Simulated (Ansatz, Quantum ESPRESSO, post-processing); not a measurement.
# Thickness dependence of 1T-PtS2, part 3 of 8

What does each added layer of 1T-PtS2 bring in screening, and what does it do to the gap?

Quantum ESPRESSO 7.5; plane-wave DFT, PBE, GBRV ultrasoft pseudopotentials; geometry by Ansatz 0.2.0 with PAW datasets.

So far. Step 3 (SCF with pw.x, 1 layer: no field): The run needed 13 iterations to bring the estimated error under 1e-09 Ry; the largest force on any atom, held or free, is 0.01 eV/Å. Step 6 (Potential by pp.x, 1 layer): The slope in the vacuum is 0.100 eV/Å for an applied 0.10 V/Å, as it should be.

### 7. Band structure, 1 layer: no field

The density is frozen and the levels are solved along a path.

n1.f0.bands.in

```
&control
  prefix = 'n1.f0.bands'
  outdir = './out'
  pseudo_dir = './pseudo'
  calculation = 'bands'
  tefield = .true.
  dipfield = .true.
/
&system
  ibrav = 0
  nat = 3
  ntyp = 2
  ecutwfc = 40
  ecutrho = 200
  occupations = 'smearing'
  smearing = 'fd'
  degauss = 0.004
  edir = 3
  emaxpos = 0.97
  eopreg = 0.04
  eamp = 0.0
  nbnd = 18
/
&electrons
  conv_thr = 1e-07
  mixing_beta = 0.4
  electron_maxstep = 120
  mixing_mode = 'local-TF'
/
ATOMIC_SPECIES
  S   32.0600  s_pbe_v1.4.uspp.F.UPF
  Pt  195.0840  pt_pbe_v1.4.uspp.F.UPF
CELL_PARAMETERS angstrom
  3.57420299353927 0.00000000000000 -0.00000000000000
  -1.78710149676964 3.09535059068740 -0.00000000000000
  -0.00000000000000 -0.00000000000000 19.01408639340000
ATOMIC_POSITIONS crystal
  S   0.666666666667 0.333333333333 0.435362694280
  Pt  -0.000000000000 0.000000000000 0.499999984889
  S   0.333333333333 0.666666666667 0.564637320831
K_POINTS crystal_b
4
  0.0000000000 0.0000000000 0.0000000000 12
  0.5000000000 0.0000000000 0.0000000000 12
  0.3333333333 0.3333333333 0.0000000000 12
  0.0000000000 0.0000000000 0.0000000000 1
```

Command:

```sh
$ cp -r out/n1.f0.save out/n1.f0.bands.save
$ cp out/n1.f0.xml out/n1.f0.bands.xml
$ OMP_NUM_THREADS=1 mpirun -n 4 pw.x -nk 4 -in n1.f0.bands.in > n1.f0.bands.out
```

What it wrote:

```text
[banner, memory and clock lines left out]
Program PWSCF v.7.5 starts

          URL

     Presently no symmetry can be used with electric field

     Atomic positions and unit cell read from directory:
     ./out/n1.f0.bands.save/

     G-vector sticks info

     bravais-lattice index     =            0
     lattice parameter (alat)  =       6.7543  a.u.
     unit-cell volume          =    1419.5841 (a.u.)^3
     number of atoms/cell      =            3
     number of atomic types    =            2
     number of electrons       =        28.00
     number of Kohn-Sham states=           18
     kinetic-energy cutoff     =      40.0000  Ry
     charge density cutoff     =     200.0000  Ry
     Exchange-correlation=  SLA  PW   PBX  PBC
                           (   1   4   3   4   0   0   0)

     celldm(1)=   6.754265  celldm(2)=   0.000000  celldm(3)=   0.000000
     celldm(4)=   0.000000  celldm(5)=   0.000000  celldm(6)=   0.000000

     crystal axes: (cart. coord. in units of alat)
               a(1) = (   1.000000   0.000000  -0.000000 )
               a(2) = (  -0.500000   0.866025  -0.000000 )
               a(3) = (  -0.000000  -0.000000   5.319812 )

     reciprocal axes: (cart. coord. in units 2 pi/alat)
               b(1) = (  1.000000  0.577350  0.000000 )
               b(2) = (  0.000000  1.154701  0.000000 )
               b(3) = (  0.000000  0.000000  0.187977 )

     PseudoPot. # 1 for S  read from file:
     ./pseudo/s_pbe_v1.4.uspp.F.UPF
     Pseudo is Ultrasoft + core correction, Zval =  6.0
     Generated by new atomic code, or converted to UPF format
     Using radial grid of  907 points,  6 beta functions with:
                l(1) =   0
                l(2) =   0
                l(3) =   1
                l(4) =   1
                l(5) =   2
                l(6) =   2
     Q(r) pseudized with  8 coefficients,  rinner =    1.300   1.300   1.300
                                                       1.300   1.300

     PseudoPot. # 2 for Pt read from file:
     ./pseudo/pt_pbe_v1.4.uspp.F.UPF
     Pseudo is Ultrasoft + core correction, Zval = 16.0
     Generated by new atomic code, or converted to UPF format
     Using radial grid of  985 points,  6 beta functions with:
                l(1) =   0
                l(2) =   0
                l(3) =   1
                l(4) =   1
                l(5) =   2
                l(6) =   2
     Q(r) pseudized with  8 coefficients,  rinner =    1.300   1.300   1.300
                                                       1.300   1.300

     atomic species   valence    mass     pseudopotential
     S                 6.00    32.06000     S ( 1.00)
     Pt               16.00   195.08400     Pt( 1.00)

     No symmetry found

   Cartesian axes

     site n.     atom                  positions (alat units)
         1        S      tau(   1) = (   0.5000000   0.2886751   2.3160475  )
         2        Pt     tau(   2) = (  -0.0000000   0.0000000   2.6599057  )
         3        S      tau(   3) = (  -0.0000000   0.5773503   3.0037641  )

     number of k points=    37  Fermi-Dirac smearing, width (Ry)=  0.0040
                       cart. coord. in units 2pi/alat
        k(    1) = (   0.0000000   0.0000000   0.0000000), wk =   0.0540541
        k(    2) = (   0.0416667   0.0240563   0.0000000), wk =   0.0540541
        k(    3) = (   0.0833333   0.0481125   0.0000000), wk =   0.0540541
        k(    4) = (   0.1250000   0.0721688   0.0000000), wk =   0.0540541
        k(    5) = (   0.1666667   0.0962250   0.0000000), wk =   0.0540541
        k(    6) = (   0.2083333   0.1202813   0.0000000), wk =   0.0540541
        k(    7) = (   0.2500000   0.1443376   0.0000000), wk =   0.0540541
        k(    8) = (   0.2916667   0.1683938   0.0000000), wk =   0.0540541
        k(    9) = (   0.3333333   0.1924501   0.0000000), wk =   0.0540541
        k(   10) = (   0.3750000   0.2165064   0.0000000), wk =   0.0540541
        k(   11) = (   0.4166667   0.2405626   0.0000000), wk =   0.0540541
        k(   12) = (   0.4583333   0.2646189   0.0000000), wk =   0.0540541
        k(   13) = (   0.5000000   0.2886751   0.0000000), wk =   0.0540541
        k(   14) = (   0.4861111   0.3127314   0.0000000), wk =   0.0540541
        k(   15) = (   0.4722222   0.3367877   0.0000000), wk =   0.0540541
        k(   16) = (   0.4583333   0.3608439   0.0000000), wk =   0.0540541
        k(   17) = (   0.4444444   0.3849002   0.0000000), wk =   0.0540541
        k(   18) = (   0.4305556   0.4089564   0.0000000), wk =   0.0540541
        k(   19) = (   0.4166667   0.4330127   0.0000000), wk =   0.0540541
        k(   20) = (   0.4027778   0.4570690   0.0000000), wk =   0.0540541
        k(   21) = (   0.3888889   0.4811252   0.0000000), wk =   0.0540541
        k(   22) = (   0.3750000   0.5051815   0.0000000), wk =   0.0540541
        k(   23) = (   0.3611111   0.5292377   0.0000000), wk =   0.0540541
        k(   24) = (   0.3472222   0.5532940   0.0000000), wk =   0.0540541
        k(   25) = (   0.3333333   0.5773503   0.0000000), wk =   0.0540541
        k(   26) = (   0.3055556   0.5292377   0.0000000), wk =   0.0540541
        k(   27) = (   0.2777778   0.4811252   0.0000000), wk =   0.0540541
        k(   28) = (   0.2500000   0.4330127   0.0000000), wk =   0.0540541
        k(   29) = (   0.2222222   0.3849002   0.0000000), wk =   0.0540541
        k(   30) = (   0.1944444   0.3367877   0.0000000), wk =   0.0540541
        k(   31) = (   0.1666667   0.2886751   0.0000000), wk =   0.0540541
        k(   32) = (   0.1388889   0.2405626   0.0000000), wk =   0.0540541
        k(   33) = (   0.1111111   0.1924501   0.0000000), wk =   0.0540541
        k(   34) = (   0.0833333   0.1443376   0.0000000), wk =   0.0540541
        k(   35) = (   0.0555556   0.0962250   0.0000000), wk =   0.0540541
        k(   36) = (   0.0277778   0.0481125   0.0000000), wk =   0.0540541
        k(   37) = (   0.0000000   0.0000000   0.0000000), wk =   0.0540541

     Dense  grid:    67889 G-vectors     FFT dimensions: (  32,  32, 162)

     Smooth grid:    48595 G-vectors     FFT dimensions: (  27,  27, 150)

     The potential is recalculated from file :
     ./out/n1.f0.bands.save/charge-density

     negative rho (up, down):  1.724E-01 0.000E+00

     Adding external electric field

     Computed dipole along edir(3) :
        Dipole               -0.0000 Ry au,         -0.0000 Debye
        Dipole field         -0.0000 Ry au,

        Potential amp.        0.0000 Ry
        Total length         34.4942 bohr

     Starting wfcs are   20 randomized atomic wfcs

     Band Structure Calculation
     Davidson diagonalization with overlap

[...]
3.3954   3.7788

          k = 0.1250 0.0722 0.0000 (  6048 PWs)   bands (ev):

   -54.9354 -54.9333 -54.8290 -15.9100 -13.9264  -7.6081  -7.5211  -7.0947
    -5.2705  -5.1053  -3.5921  -2.5114  -2.3384  -2.1510   0.2720   0.8429
     3.5963   3.9289

          k = 0.1667 0.0962 0.0000 (  6048 PWs)   bands (ev):

   -54.9374 -54.9338 -54.8287 -15.7683 -13.9592  -7.5764  -7.4396  -6.9711
    -5.5280  -5.1787  -3.8340  -2.3790  -2.3446  -2.1530  -0.0859   0.7380
     3.8371   4.1133

          k = 0.2083 0.1203 0.0000 (  6044 PWs)   bands (ev):

   -54.9398 -54.9344 -54.8284 -15.5948 -13.9974  -7.5329  -7.3485  -6.8332
    -5.8373  -5.2344  -4.0096  -2.4064  -2.3379  -2.2191  -0.3206   0.6657
     4.0944   4.2801

          k = 0.2500 0.1443 0.0000 (  6064 PWs)   bands (ev):

   -54.9423 -54.9351 -54.8281 -15.3970 -14.0381  -7.4930  -7.2583  -6.7320
    -6.1013  -5.2541  -4.1233  -2.5396  -2.5369  -2.2672  -0.3567   0.6393
     4.0509   4.4584

          k = 0.2917 0.1684 0.0000 (  6080 PWs)   bands (ev):

   -54.9448 -54.9357 -54.8278 -15.1851 -14.0778  -7.5128  -7.1799  -6.7566
    -6.1442  -5.2219  -4.1878  -2.8849  -2.7340  -2.3724  -0.2184   0.6556
     3.7900   4.7944

          k = 0.3333 0.1925 0.0000 (  6066 PWs)   bands (ev):

   -54.9471 -54.9363 -54.8275 -14.9732 -14.1126  -7.6769  -7.1214  -6.7607
    -6.0112  -5.1280  -4.2107  -3.2753  -2.9848  -2.5486   0.0101   0.7002
     3.5800   5.1239

          k = 0.3750 0.2165 0.0000 (  6064 PWs)   bands (ev):

   -54.9491 -54.9368 -54.8272 -14.7795 -14.1380  -7.9365  -7.0845  -6.6400
    -5.8598  -4.9715  -4.1918  -3.6422  -3.2722  -2.7813   0.2568   0.7553
     3.4501   5.0984

          k = 0.4167 0.2406 0.0000 (  6078 PWs)   bands (ev):

   -54.9507 -54.9372 -54.8270 -14.6260 -14.1501  -8.1816  -7.0652  -6.4482
    -5.7734  -4.7599  -4.1398  -3.9112  -3.5794  -3.0505   0.4706   0.8055
     3.3950   4.8766

          k = 0.4583 0.2646 0.0000 (  6086 PWs)   bands (ev):

   -54.9516 -54.9375 -54.8269 -14.5312 -14.1492  -8.3496  -7.0570  -6.2351
    -5.7984  -4.5072  -4.1837  -3.9076  -3.8896  -3.3231   0.6148   0.8399
     3.3880   4.7021

          k = 0.5000 0.2887 0.0000 (  6082 PWs)   bands (ev):

   -54.9520 -54.9375 -54.8269 -14.5005 -14.1460  -8.4091  -7.0548  -6.1007
    -5.8700  -4.2860  -4.2307  -4.1298  -3.7993  -3.4891   0.6656   0.8521
     3.3920   4.6373

          k = 0.4861 0.3127 0.0000 (  6080 PWs)   bands (ev):

   -54.9519 -54.9376 -54.8269 -14.4966 -14.1468  -8.4006  -7.0595  -6.1001
    -5.8628  -4.2920  -4.2886  -4.2128  -3.6750  -3.4784   0.6604   0.8214
     3.4145   4.6800

          k = 0.4722 0.3368 0.0000 (  6080 PWs)   bands (ev):

   -54.9518 -54.9379 -54.8269 -14.4850 -14.1493  -8.3752  -7.0728  -6.0994
    -5.8421  -4.5260  -4.2953  -4.2343  -3.4781  -3.4480   0.6444   0.7355
     3.4810   4.8015

          k = 0.4583 0.3608 0.0000 (  6088 PWs)   bands (ev):

   -54.9516 -54.9383 -54.8268 -14.4663 -14.1532  -8.3331  -7.0927  -6.1016
    -5.8105  -4.7845  -4.3036  -4.2555  -3.4015  -3.2906   0.6097   0.6174
     3.5882   4.9849

          k = 0.4444 0.3849 0.0000 (  6100 PWs)   bands (ev):

   -54.9513 -54.9389 -54.8268 -14.4411 -14.1585  -8.2748  -7.1164  -6.1135
    -5.7715  -5.0376  -4.3110  -4.2835  -3.3440  -3.1261   0.4629   0.5792
     3.7309   5.2088

          k = 0.4306 0.4090 0.0000 (  6100 PWs)   bands (ev):

   -54.9509 -54.9397 -54.8268 -14.4108 -14.1649  -8.2007  -7.1413  -6.1488
    -5.7286  -5.2640  -4.3179  -4.3157  -3.2805  -2.9888   0.3131   0.5300
     3.9004   5.4529

          k = 0.4167 0.4330 0.0000 (  6082 PWs)   bands (ev):

   -54.9504 -54.9405 -54.8267 -14.3766 -14.1722  -8.1119  -7.1649  -6.2291
    -5.6851  -5.4366  -4.3579  -4.3175  -3.2153  -2.8804   0.1758   0.4707
     4.0854   5.7009

          k = 0.4028 0.4571 0.0000 (  6060 PWs)   bands (ev):

   -54.9498 -54.9414 -54.8267 -14.3403 -14.1799  -8.0094  -7.1853  -6.3689
    -5.6433  -5.5369  -4.4019  -4.3179  -3.1515  -2.8016   0.0630   0.4025
     4.2709   5.9433

          k = 0.3889 0.4811 0.0000 (  6075 PWs)   bands (ev):

   -54.9492 -54.9424 -54.8266 -14.3043 -14.1877  -7.8948  -7.2015  -6.5543
    -5.6053  -5.5753  -4.4479  -4.3191  -3.0903  -2.7525  -0.0167   0.3278
     4.4398   6.1767

          k = 0.3750 0.5052 0.0000 (  6077 PWs)   bands (ev):

   -54.9486 -54.9434 -54.8266 -14.2707 -14.1953  -7.7707  -7.2125  -6.7569
    -5.5772  -5.5727  -4.4926  -4.3233  -3.0309  -2.7329  -0.0589   0.2494
     4.5756   6.4012

          k = 0.3611 0.5292 0.0000 (  6077 PWs)   bands (ev):

   -54.9478 -54.9444 -54.8266 -14.2423 -14.2021  -7.6410  -7.2182  -6.9537
    -5.5626  -5.5476  -4.5319  -4.3312  -2.9709  -2.7419  -0.0635   0.1704
     4.6679   6.6149

          k = 0.3472 0.5533 0.0000 (  6069 PWs)   bands (ev):

   -54.9471 -54.9454 -54.8266 -14.2219 -14.2079  -7.5163  -7.2185  -7.1243
    -5.5443  -5.5328  -4.5603  -4.3405  -2.9075  -2.7779  -0.0340   0.0939
     4.7164   6.7443

          k = 0.3333 0.5774 0.0000 (  6063 PWs)   bands (ev):

   -54.9463 -54.9463 -54.8265 -14.2122 -14.2122  -7.4466  -7.2142  -7.2141
    -5.5319  -5.5318  -4.5711  -4.3453  -2.8387  -2.8386   0.0228   0.0228
     4.7300   6.8455

          k = 0.3056 0.5292 0.0000 (  6073 PWs)   bands (ev):

   -54.9476 -54.9446 -54.8266 -14.2349 -14.2149  -7.5941  -7.1950  -7.0268
    -5.5825  -5.5473  -4.5195  -4.3097  -3.0167  -2.6841  -0.0955   0.1828
     4.6983   6.3821

          k = 0.2778 0.4811 0.0000 (  6047 PWs)   bands (ev):

   -54.9484 -54.9428 -54.8267 -14.3240 -14.2079  -7.6906  -7.1723  -6.8030
    -5.6948  -5.6172  -4.3724  -4.1774  -3.2210  -2.5184  -0.1753   0.3393
     4.6459   5.8987

          k = 0.2500 0.4330 0.0000 (  6059 PWs)   bands (ev):

   -54.9483 -54.9411 -54.8269 -14.4803 -14.1900  -7.6615  -7.1651  -6.6619
    -5.8176  -5.7092  -4.2059  -3.9463  -3.3434  -2.3620  -0.2147   0.4191
     4.6104   5.5235

          k = 0.2222 0.3849 0.0000 (  6059 PWs)   bands (ev):

   -54.9475 -54.9395 -54.8271 -14.6915 -14.1613  -7.5323  -7.1941  -6.6206
    -5.8897  -5.8011  -4.1515  -3.6389  -3.2354  -2.2347  -0.2105   0.3764
     4.6102   5.2560

          k = 0.1944 0.3368 0.0000 (  6039 PWs)   bands (ev):

   -54.9459 -54.9379 -54.8274 -14.9368 -14.1230  -7.3705  -7.2661  -6.6371
    -5.8859  -5.8776  -4.1775  -3.2835  -2.9382  -2.1521  -0.1530   0.2202
     4.6535   5.0352

          k = 0.1667 0.2887 0.0000 (  6067 PWs)   bands (ev):

   -54.9438 -54.9366 -54.8278 -15.1935 -14.0779  -7.3634  -7.2815  -6.6642
    -5.9037  -5.7858  -4.1739  -2.9187  -2.6106  -2.1253  -0.0274   0.0176
     4.6780   4.7915

          k = 0.1389 0.2406 0.0000 (  6061 PWs)   bands (ev):

   -54.9413 -54.9354 -54.8282 -15.4413 -14.0297  -7.4600  -7.3085  -6.7460
    -5.7551  -5.6382  -4.1055  -2.6040  -2.3488  -2.1618  -0.1212   0.1732
     4.3570   4.5177

          k = 0.1111 0.1925 0.0000 (  6053 PWs)   bands (ev):

   -54.9387 -54.9344 -54.8286 -15.6638 -13.9826  -7.5381  -7.3940  -6.8909
    -5.4933  -5.4609  -3.9579  -2.4131  -2.2613  -2.1931  -0.0797   0.4273
     4.0113   4.2481

          k = 0.0833 0.1443 0.0000 (  6043 PWs)   bands (ev):

   -54.9362 -54.9336 -54.8289 -15.8485 -13.9408  -7.5913  -7.4884  -7.0418
    -5.2784  -5.2459  -3.7166  -2.4454  -2.3270  -2.1453   0.1768   0.6851
     3.7074   4.0114

          k = 0.0556 0.0962 0.0000 (  6065 PWs)   bands (ev):

   -54.9343 -54.9331 -54.8292 -15.9864 -13.9081  -7.6215  -7.5681  -7.1632
    -5.1166  -5.0774  -3.3982  -2.6079  -2.3519  -2.1915   0.5583   0.8948
     3.4528   3.8213

          k = 0.0278 0.0481 0.0000 (  6059 PWs)   bands (ev):

   -54.9330 -54.9327 -54.8293 -16.0715 -13.8873  -7.6351  -7.6205  -7.2398
    -5.0028  -4.9886  -3.0744  -2.7336  -2.3886  -2.3102   0.9151   1.0254
     3.2733   3.6825

          k = 0.0000 0.0000 0.0000 (  6061 PWs)   bands (ev):

   -54.9326 -54.9326 -54.8294 -16.1002 -13.8801  -7.6388  -7.6388  -7.2658
    -4.9615  -4.9615  -2.9027  -2.7801  -2.4050  -2.4050   1.0687   1.0687
     3.2072   3.6214

     XML data file, pseudopotentials, collected wavefunctions

                                        0.00s GPU  (     545 calls)
```

It took 9.8 s on 4 MPI ranks of Intel Xeon 6975P-C (Granite Rapids), shared host; peak memory 0.33 GiB.

Numbers from this step:

```
dipole along the normal              : 0 e·Å
valence top, on the run's zero       : -2.125 eV
conduction bottom, on the run's zero : -0.3567 eV
gap by band count                    : 1.769 eV
```

Band numbers count within the set of bands kept for display. Electronic bands along the path, in eV, zero at the highest filled level of the SCF mesh; v1 is the highest filled band, c1 the lowest empty one:

| point | v4 | v3 | v2 | v1 | c1 | c2 | c3 | c4 |
| --- | --- | --- | --- | --- | --- | --- | --- | --- |
| Γ | -0.78 | -0.65 | -0.28 | -0.28 | 3.19 | 3.19 | 5.33 | 5.75 |
| halfway | -2.00 | -0.41 | -0.41 | -0.14 | 1.77 | 2.76 | 6.18 | 6.58 |
| M | -2.11 | -2.00 | -1.67 | -1.36 | 2.79 | 2.98 | 5.52 | 6.76 |
| halfway | -2.23 | -2.19 | -1.09 | -0.75 | 2.30 | 2.60 | 6.21 | 7.83 |
| K | -2.45 | -2.22 | -0.71 | -0.71 | 2.15 | 2.15 | 6.86 | 8.97 |
| halfway | -2.05 | -0.79 | -0.49 | 0.00 | 2.10 | 2.14 | 6.80 | 6.92 |
| Γ | -0.78 | -0.65 | -0.28 | -0.28 | 3.19 | 3.19 | 5.33 | 5.75 |

Along this path the valence top lies between K and Γ and the conduction bottom between Γ and M.

### 8. Polarisability from the dipole between 0 and 0.1 V/A, 1 layer

This step gave:

| Item | Value |
| --- | --- |
| change of slope in the vacuum | 0.09999 eV/Å |
| polarisability a cell | 3.889 Å³ |
| sheet polarisability 4πα/A | 4.417 Å |

The change of the potential energy, second field less first by z:

| z (Å) | change of the potential energy, second field less first (eV) |
| --- | --- |
| 0 | -0.364 |
| 1 | -0.629 |
| 2 | -0.529 |
| 3 | -0.429 |
| 4 | -0.329 |
| 5 | -0.229 |
| 6 | -0.131 |
| 7 | -0.0471 |
| 8 | -0.00741 |
| 9 | -9.0e-4 |
| 10 | 9.1e-4 |
| 11 | 0.00747 |
| 12 | 0.0471 |
| 13 | 0.132 |
| 14 | 0.229 |
| 15 | 0.329 |
| 16 | 0.429 |
| 17 | 0.529 |
| 18 | 0.629 |

[end of part 3 of 8]

[Logs are printed without paths, hosts, clocks, repeated set-up lines and the standing remarks that a program may print on its own settings, such as how far it seeks lower states.]

[Hosts, paths, dates, database ids (printed as entryN), source tags and the programs' standing remarks are cut or masked in the printed files.]

[Maps of the electrostatic potential energy from Ansatz leave out the sawtooth potential of an applied field or a dipole correction, so their vacuum need not be flat; planar profiles and work functions include it.]
